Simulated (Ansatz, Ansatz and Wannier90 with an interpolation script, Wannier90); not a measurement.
Rows from a G0W0 calculation on BaHCl (P4/nmm) (Ansatz 0.2.0; G0W0 on LDA, plane waves, PAW; 4×4×2 mesh, 526 empty bands, screening to 140 eV), in eV. Spin-orbit coupling is left out.

| row | k | band | start | Σx | Σc at the solution | Vxc |
| --- | --- | --- | --- | --- | --- | --- |
| A | (0.000, 0.000, -0.500) | v7 | 1.968 | -18.361 | 3.161 | -13.921 |
| B | (0.000, 0.000, -0.500) | c1 | 7.842 | -4.949 | -3.749 | -9.565 |
| C | (0.000, 0.000, -0.500) | v1 | 4.853 | -17.526 | 2.217 | -14.082 |
| D | (0.000, 0.000, -0.500) | v2 | 4.584 | -13.650 | 1.868 | -10.587 |
| E | (0.000, 0.000, -0.500) | v3 | 2.976 | -20.813 | 2.810 | -16.706 |
| F | (0.000, 0.000, -0.500) | v5 | 2.359 | -20.193 | 2.926 | -15.934 |

**Question.** Give the quasiparticle energies and the shift of each level.

The quasiparticle equation reads E = start + Σx + Σc(E) − Vxc.

| row | E (eV) | shift (eV) |
| --- | --- | --- |
| A | 0.689 | −1.280 |
| B | 8.709 | +0.867 |
| C | 3.625 | −1.228 |
| D | 3.388 | −1.196 |
| E | 1.679 | −1.297 |
| F | 1.027 | −1.332 |

The gap over the computed points goes from 2.99 eV to 5.08 eV.

Limits: not at the basis limit; no spin-orbit coupling; coarse k mesh.

[Runs of the session that timed out or met a known fault of the program may be left out.]

[Hosts, paths, dates, database ids (printed as entryN), source tags and the programs' standing remarks are cut or masked in the printed files.]
